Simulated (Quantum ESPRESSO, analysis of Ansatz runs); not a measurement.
# Li5AuO4 (C2/m), nudged elastic band: V_Li hop (2.4 Å) (q = −1) (Quantum ESPRESSO)

Aim: the barrier of one jump in Li5AuO4 (C2/m) at charge −1: V_Li hop (2.4 Å). The model is a cell of 80 host atoms with 1 Li taken out; Li is the atom that moves.

Main program and level: Quantum ESPRESSO 7.5; Quantum ESPRESSO plane-wave DFT, PBEsol, GBRV 1.5 PBEsol potentials; nudged elastic band between two relaxed defect structures at fixed charge in a uniform background.

Report form: the programs' logs are mostly left out.

**1. The starting structure**

The cell holds 79 atoms: 39 Li, 8 Au and 32 O. Cell: a = 9.407 Å, b = 9.419 Å, c = 9.399 Å, α = 90.0°, β = 102.8°, γ = 90.0°. It derives from Li5AuO4 (space group C2/m). Nearest the centre at fractional (0.375, 0.250, 0.500): Li26 at 1.22 Å, O34 at 1.52 Å, O20 at 1.54 Å, Li66 at 2.39 Å, Li2 at 2.43 Å, O76 at 2.56 Å, O15 at 2.58 Å, Li30 at 2.64 Å. The cell carries charge −1.

The cell's shortest repeat is 9.4 Å.

**2. Relaxation of the start point, charge −1**

A barrier is counted from a minimum, so both ends are relaxed first. Small random displacements break the symmetry of the ideal sites, so that the defect can distort if it gains by it. The charge of −1 is set by the electron count, and a uniform background keeps the cell neutral.

pw.in reads:

```
&CONTROL
  calculation = 'relax'
  prefix = 'pwscf'
  outdir = './tmp'
  pseudo_dir = './pseudo'
  tprnfor = .true.
  disk_io = 'low'
  nstep = 70
  forc_conv_thr = 0.0012
  etot_conv_thr = 0.0001
/
&SYSTEM
  ibrav = 0
  nat = 79
  ntyp = 3
  ecutwfc = 40
  ecutrho = 324
  nbnd = 203
  occupations = 'fixed'
  tot_charge = -1
  nosym = .true.
/
&ELECTRONS
  conv_thr = 8d-08
  electron_maxstep = 100
  mixing_beta = 0.5
/
&IONS
  ion_dynamics = 'bfgs'
/
ATOMIC_SPECIES
Li     6.9400 li_pbesol_v1.4.uspp.F.UPF
Au   196.9666 au_pbesol_v1.uspp.F.UPF
O     15.9990 o_pbesol_v1.2.uspp.F.UPF
CELL_PARAMETERS angstrom
   9.4068557866    0.0000000000   -0.0193648675
   0.0000000000    9.4188351948    0.0000000000
  -2.0705704397    0.0000000000    9.1679029864
ATOMIC_POSITIONS crystal
Li     0.0000000000    0.7920894874    0.2500000000
Li     0.2473991683    0.2905192121    0.2482940034
Li     0.0000000000    0.2827270498    0.0000000000
Li     0.2500000000    0.7827270498    0.0000000000
Li     0.0000000000    0.7172729502    0.0000000000
Li     0.2500000000    0.2172729502    0.0000000000
Li     0.0013549144    0.2091496649    0.2529278848
Li     0.2500000000    0.7079105126    0.2500000000
[... 67 atom lines left out ...]
O      0.6248232178    0.1489871637    0.6236868042
O      0.8776198837    0.6474758530    0.6249775022
O      0.6223801163    0.6474758530    0.8750224978
O      0.8723801163    0.1474758530    0.8750224978
K_POINTS gamma
```

Command:

```console
$ OMP_NUM_THREADS=1 mpirun -n 4 pw.x -in pw.in > pw.out
```

The job ended after 11 min (4 MPI ranks of Arm Neoverse V1, shared host; peak memory 2.2 GiB).

The steps of the relaxation:

| step | energy less that of the first step (eV) |
| --- | --- |
| 0 | 0.0000 |
| 1 | -0.2754 |
| 2 | -0.3968 |
| 3 | -0.4951 |
| 4 | -0.5841 |
| 5 | -0.6200 |
| 6 | -0.6404 |
| 7 | -0.6600 |
| 8 | -0.6696 |
| 9 | -0.6781 |
| 10 | -0.6838 |
| 11 | -0.6878 |
| 12 | -0.6908 |
| 13 | -0.6933 |
| 14 | -0.6949 |
| 15 | -0.6959 |
| 16 | -0.6965 |

The atoms that moved most (Å):

| atom | dx | dy | dz | length |
| --- | --- | --- | --- | --- |
| O55 | 0.142 | 0.092 | -0.136 | 0.217 |
| O34 | -0.138 | 0.090 | 0.124 | 0.206 |
| Li65 | -0.147 | 0.105 | -0.024 | 0.182 |
| Li26 | 0.163 | 0.062 | 0.013 | 0.175 |
| Li47 | 0.017 | 0.110 | 0.125 | 0.168 |
| Li66 | -0.023 | 0.098 | -0.105 | 0.146 |
| Li68 | -0.001 | 0.093 | -0.025 | 0.096 |
| O76 | 0.031 | -0.063 | 0.044 | 0.083 |

Neighbours of Li26 at the end:

| atom | distance (Å) |
| --- | --- |
| O34 | 1.879 |
| O20 | 1.912 |
| O15 | 1.994 |
| O37 | 2.051 |
| Li2 | 2.412 |
| Li22 | 2.485 |
| Li23 | 2.559 |
| Li30 | 2.582 |

Read from the output:

```
highest filled level                                                                              : 4.443 eV
lowest empty level                                                                                : 6.472 eV
r.m.s. move of the farther half of the atoms                                                      : 0.02114 Å
largest move from the ideal geometry of this structure, a common shift of the far atoms taken out : 0.2285 Å
```

The relaxation gained 0.696 eV and ended with a largest force component of 0.025 eV/Å.

**3. Relaxation of the end point, charge −1**

The end point is relaxed in the same cell and settings, so that the two energies compare. Atoms more than 3.2 Å from the middle of the hop start where the first relaxation left them, the nearer ones on or close to their ideal places, with small random displacements.

pw.in reads:

```
&CONTROL
  calculation = 'relax'
  prefix = 'pwscf'
  outdir = './tmp'
  pseudo_dir = './pseudo'
  tprnfor = .true.
  disk_io = 'low'
  nstep = 70
  forc_conv_thr = 0.0012
  etot_conv_thr = 0.0001
/
&SYSTEM
  ibrav = 0
  nat = 79
  ntyp = 3
  ecutwfc = 40
  ecutrho = 324
  nbnd = 203
  occupations = 'fixed'
  tot_charge = -1
  nosym = .true.
/
&ELECTRONS
  conv_thr = 8d-08
  electron_maxstep = 100
  mixing_beta = 0.5
/
&IONS
  ion_dynamics = 'bfgs'
/
ATOMIC_SPECIES
Li     6.9400 li_pbesol_v1.4.uspp.F.UPF
Au   196.9666 au_pbesol_v1.uspp.F.UPF
O     15.9990 o_pbesol_v1.2.uspp.F.UPF
CELL_PARAMETERS angstrom
   9.4068557866    0.0000000000   -0.0193648675
   0.0000000000    9.4188351948    0.0000000000
  -2.0705704397    0.0000000000    9.1679029864
ATOMIC_POSITIONS crystal
Li    -0.0004011070    0.7913794733    0.2492877753
Li     0.2492934770    0.2922766620    0.2506311621
[... 12 atom lines left out ...]
O      0.1217925006    0.3527484941    0.3740241809
[... 4 atom lines left out ...]
O      0.3731666263    0.1478222194    0.3758474980
[... 1 atom line left out ...]
Li     0.2494281688    0.2918725042    0.7489933517
[... 3 atom lines left out ...]
Li     0.5001954626    0.2834619483    0.5007282968
[... 3 atom lines left out ...]
Li     0.2489169439    0.4998777615    0.4997512139
[... 3 atom lines left out ...]
O      0.3779105160    0.3520745636    0.6259633635
[... 2 atom lines left out ...]
O      0.1284144135    0.1468403040    0.6248003562
[... 9 atom lines left out ...]
Li     0.4991999850    0.2079224913    0.2505447958
[... 18 atom lines left out ...]
Li     0.4993311753    0.2082142906    0.7506343828
[... 1 atom line left out ...]
Li     0.5000564878    0.0007601955    0.5007532568
[... 7 atom lines left out ...]
O      0.6273142527    0.1483293736    0.6254675934
[... 2 atom lines left out ...]
O      0.8721151932    0.1464447088    0.8755965115
K_POINTS gamma
```

The job ended after 10 min (4 MPI ranks; peak memory 2.2 GiB).

Relaxation path:

| step | energy less that of the first step (eV) |
| --- | --- |
| 0 | 0.0000 |
| 1 | -0.2445 |
| 2 | -0.4390 |
| 3 | -0.5680 |
| 4 | -0.6274 |
| 5 | -0.6630 |
| 6 | -0.6863 |
| 7 | -0.7013 |
| 8 | -0.7135 |
| 9 | -0.7213 |
| 10 | -0.7259 |
| 11 | -0.7295 |
| 12 | -0.7329 |
| 13 | -0.7351 |
| 14 | -0.7362 |
| 15 | -0.7370 |

The atoms that moved most (Å):

| atom | dx | dy | dz | length |
| --- | --- | --- | --- | --- |
| O37 | -0.175 | -0.082 | 0.119 | 0.227 |
| O20 | 0.158 | -0.090 | -0.130 | 0.224 |
| Li26 | -0.162 | -0.084 | -0.045 | 0.188 |
| Li65 | 0.154 | -0.055 | 0.040 | 0.168 |
| Li23 | 0.146 | -0.054 | 0.043 | 0.162 |
| Li2 | 0.021 | -0.082 | 0.119 | 0.146 |
| Li22 | -0.019 | -0.077 | -0.122 | 0.145 |
| Li47 | 0.060 | 0.020 | -0.047 | 0.079 |

Neighbours of Li26 at the end:

| atom | distance (Å) |
| --- | --- |
| O20 | 1.880 |
| O34 | 1.912 |
| O76 | 1.998 |
| O55 | 2.049 |
| Li66 | 2.414 |
| Li47 | 2.484 |
| Li65 | 2.561 |
| Li68 | 2.580 |

Read from the output:

* highest filled level: 4.443 eV
* lowest empty level: 6.469 eV
* r.m.s. move of the farther half of the atoms: 0.01941 Å
* largest move from the ideal geometry of this structure, a common shift of the far atoms taken out: 0.2281 Å

The relaxation gained 0.737 eV and ended with a largest force component of 0.030 eV/Å. The end lies within 1 meV of the start.

**4. Nudged elastic band, charge −1**

3 movable images are laid between the ends by interpolation. Each image feels the true force across the path and a spring force along it. The highest image is set to climb to the top of the path.

This step: Quantum ESPRESSO plane-wave DFT, PBEsol, GBRV 1.5 PBEsol potentials; nudged elastic band between two relaxed defect structures at fixed charge in a uniform background.

neb.in reads:

```
BEGIN
BEGIN_PATH_INPUT
&PATH
  restart_mode = 'from_scratch'
  string_method = 'neb'
  nstep_path = 45
  ds = 1.5
  opt_scheme = 'broyden'
  num_of_images = 5
  k_max = 0.3
  k_min = 0.2
  CI_scheme = 'auto'
  path_thr = 0.05
/
END_PATH_INPUT
BEGIN_ENGINE_INPUT
&CONTROL
  prefix = 'pwscf'
  outdir = './tmp'
  pseudo_dir = './pseudo'
  disk_io = 'low'
/
&SYSTEM
  ibrav = 0
  nat = 79
  ntyp = 3
  ecutwfc = 40
  ecutrho = 324
  nbnd = 203
  occupations = 'fixed'
  tot_charge = -1
  nosym = .true.
/
&ELECTRONS
  conv_thr = 8d-08
  electron_maxstep = 100
  mixing_beta = 0.5
/
ATOMIC_SPECIES
Li     6.9400 li_pbesol_v1.4.uspp.F.UPF
Au   196.9666 au_pbesol_v1.uspp.F.UPF
O     15.9990 o_pbesol_v1.2.uspp.F.UPF
CELL_PARAMETERS angstrom
   9.4068557866    0.0000000000   -0.0193648675
   0.0000000000    9.4188351948    0.0000000000
  -2.0705704397    0.0000000000    9.1679029864
BEGIN_POSITIONS
FIRST_IMAGE
ATOMIC_POSITIONS crystal
Li    -0.0006202062    0.7905429287    0.2491540746
Li     0.2540779514    0.2891867345    0.2525036398
Li    -0.0001077829    0.2785163446   -0.0001411232
Li     0.2489250878    0.7811074708   -0.0000164077
Li    -0.0001811135    0.7153579364   -0.0001355110
Li     0.2519127182    0.2170282278    0.0029484256
Li     0.0031866611    0.2064928829    0.2509745807
Li     0.2487155784    0.7065447048    0.2492370671
Li    -0.0001231396   -0.0031812349   -0.0001621445
Li     0.2505388243    0.4994632660    0.0001954230
Au     0.0008881299    0.4984608428    0.2494615291
Au     0.2487365223   -0.0033773964    0.2484933987
O      0.1246462045    0.8483665034    0.1232675823
O      0.3794641732    0.3532738752    0.1253189293
O      0.1236306703    0.3510484840    0.3739004500
O      0.3709925888    0.8502597292    0.3748843716
O      0.1277147680    0.1455076073    0.1240246455
O      0.3745106018    0.6490291438    0.1237476824
O      0.1216876322    0.6462933092    0.3757591226
O      0.3703494537    0.1421033579    0.3710371913
Li     0.0003007705    0.7907021362    0.7506987648
Li     0.2451638199    0.2906272377    0.7542733159
Li    -0.0000214674    0.2800252547    0.4997444604
Li     0.2497108179    0.7819842855    0.4999573653
Li    -0.0001234267    0.7176080036    0.4999648824
Li     0.2674885944    0.2259234984    0.5038344139
Li    -0.0033468030    0.2065850742    0.7485429861
Li     0.2501831725    0.7077797317    0.7498877611
Li     0.0000730492    0.0011096962    0.4998978968
Li     0.2516564230    0.4995719562    0.5019931909
Au    -0.0011413596    0.4985312674    0.7502599825
Au     0.2499116314   -0.0002959244    0.7497568220
O      0.1266875754    0.8521991577    0.6248707852
O      0.3626184219    0.3622150346    0.6377423008
O      0.1195306268    0.3509559591    0.8772295627
O      0.3721791996    0.8522424373    0.8755442533
O      0.1284754679    0.1473559358    0.6245792288
O      0.3778446854    0.6515419264    0.6262741132
O      0.1228583717    0.6459853716    0.8741273886
O      0.3721052343    0.1467078899    0.8745354877
Li     0.4982454250    0.7928912579    0.2494485914
Li     0.7547077485    0.2903332051    0.2453845274
Li     0.4998875554    0.2794727424   -0.0000956328
Li     0.7508374982    0.7813154245    0.0000502745
Li     0.4998891481    0.7177202444   -0.0000097806
Li     0.7479211117    0.2171719623   -0.0033608056
Li     0.5048514845    0.2164291372    0.2640590412
Li     0.7495947661    0.7075785071    0.2501076163
Li     0.5000049013    0.0007933475    0.0000062593
Li     0.7491909378    0.4996731348   -0.0003592854
Au     0.5030141659    0.5029130274    0.2468980760
Au     0.7499644044   -0.0004454380    0.2500934778
O      0.6276079638    0.8521038490    0.1245695076
O      0.8802590246    0.3509108891    0.1224158313
O      0.6372994579    0.3619324975    0.3619309398
O      0.8730845145    0.8520419947    0.3750877082
O      0.6278726453    0.1465392206    0.1250667403
O      0.8767731454    0.6460061096    0.1256951093
O      0.6219101490    0.6512725391    0.3736888198
O      0.8714816784    0.1471681036    0.3750946308
Li     0.5015393613    0.7932025403    0.7505921477
Li     0.7457340221    0.2893442872    0.7471246415
Li     0.7500681174    0.7818034949    0.4999513050
Li     0.4998988754    0.7200390425    0.5000017550
Li     0.7324690706    0.2257402574    0.4959317972
Li     0.4950542971    0.2167457818    0.7357126096
Li     0.7510433537    0.7066840325    0.7506825700
Li     0.4997935843    0.0079666372    0.4999038311
Li     0.7481160428    0.4993175868    0.4977455467
Au     0.4967752627    0.5031620881    0.7529731166
Au     0.7509246552   -0.0032627760    0.7512131178
O      0.6287199622    0.8504523465    0.6249485726
O      0.8763210451    0.3511490088    0.6256378649
O      0.6203876008    0.3535199566    0.8744665087
O      0.8750455014    0.8483777614    0.8766505175
O      0.6292324990    0.1422859259    0.6285369491
O      0.8780108227    0.6464641436    0.6241901142
O      0.6251822316    0.6492683485    0.8761869067
O      0.8718960941    0.1456081642    0.8754628108
INTERMEDIATE_IMAGE
ATOMIC_POSITIONS crystal
Li    -0.0007889497    0.7907137322    0.2491597376
Li     0.2541295494    0.2873162026    0.2552261732
[... 77 atom lines left out ...]
INTERMEDIATE_IMAGE
ATOMIC_POSITIONS crystal
Li    -0.0009576931    0.7908845357    0.2491654006
Li     0.2541811475    0.2854456707    0.2579487066
[... 77 atom lines left out ...]
INTERMEDIATE_IMAGE
ATOMIC_POSITIONS crystal
Li    -0.0011264366    0.7910553392    0.2491710636
Li     0.2542327455    0.2835751388    0.2606712401
[... 77 atom lines left out ...]
LAST_IMAGE
ATOMIC_POSITIONS crystal
Li    -0.0012951801    0.7912261427    0.2491767267
Li     0.2542843435    0.2817046069    0.2633937735
[... 12 atom lines left out ...]
O      0.1204877183    0.3558430102    0.3709491316
[... 4 atom lines left out ...]
O      0.3867698799    0.1363235057    0.3614169333
[... 1 atom line left out ...]
Li     0.2443978891    0.2817777619    0.7354673650
[... 3 atom lines left out ...]
Li     0.4817743094    0.2725797951    0.4955180075
[... 3 atom lines left out ...]
Li     0.2492616732    0.4901605828    0.4999842459
[... 3 atom lines left out ...]
O      0.3788831790    0.3561522860    0.6285416828
[... 2 atom lines left out ...]
O      0.1125534660    0.1362134392    0.6374905007
[... 9 atom lines left out ...]
Li     0.5044125066    0.2081017136    0.2452368794
[... 18 atom lines left out ...]
Li     0.4954418189    0.2090833060    0.7470531874
[... 1 atom line left out ...]
Li     0.4976455965   -0.0009231213    0.4975760363
[... 7 atom lines left out ...]
O      0.6257076939    0.1469865968    0.6256733547
[... 2 atom lines left out ...]
O      0.8693267854    0.1470065320    0.8771185423
END_POSITIONS
K_POINTS gamma
END_ENGINE_INPUT
END
```

Command:

```console
$ OMP_NUM_THREADS=1 mpirun -n 4 neb.x -ni 2 -inp neb.in > neb.out
```

It took 45 min on 4 MPI ranks; peak memory 4 GiB.

The path, image by image:

| image | path (Å) | energy (eV) | Li26: x, y, z (Å) |
| --- | --- | --- | --- |
| 0 | 0.000 | 0.0000 | 1.473, 2.128, 4.614 |
| 1 | 0.647 | 0.2184 | 1.995, 2.256, 4.556 |
| 2 | 1.178 | 0.3844 | 2.490, 2.348, 4.573 |
| 3 | 1.707 | 0.2206 | 2.983, 2.439, 4.591 |
| 4 | 2.351 | 0.0005 | 3.506, 2.567, 4.534 |

Read from the output:

```
barrier forward  : 0.3844 eV
barrier backward : 0.3839 eV
end less start   : 4.87e-4 eV
hop length       : 2.081 Å
```

The band met its tolerance of 0.05 eV/Å after 12 iterations, with image 2 on top (the start counts as 0). Li26, which moves farthest between the ends, has 4 O at 1.88 to 2.05 Å nearest at the start and 2 O at 1.76 Å at the top.

**5. Results**

| Item | Value |
| --- | --- |
| barrier forward | 0.38 eV |
| barrier backward | 0.38 eV |
| end less start | 0.00 eV |
| hop length | 2.08 Å |
| band iterations, as the log counts them | 12 |

What this shows: The top of the band lies 0.38 eV above the start and 0.38 eV above the end, which are alike in energy and neighbours. With an assumed prefactor of 1e13 per second it gives one hop a second along this one path at about 150 K; whether such hops link up through the crystal wasn't checked. At the top Li26 stands 1.76 Å from its nearest O, 0.12 Å closer than at the start. The order of the top as a saddle was not checked for all atoms, so a bent path could be lower. No image-charge correction is applied; it largely cancels along a path if the charge stays localised alike. Limits: sampling at the zone centre alone can move energies of charged and open-shell states by tenths of an eV or more in cells of this size; spin–orbit coupling, which can matter with heavy atoms, is left out.

[Logs are printed without paths, hosts, clocks, repeated set-up lines and the standing remarks that a program may print on its own settings, such as how far it seeks lower states.]

[Hosts, paths, dates, database ids (printed as entryN), source tags and the programs' standing remarks are cut or masked in the printed files.]
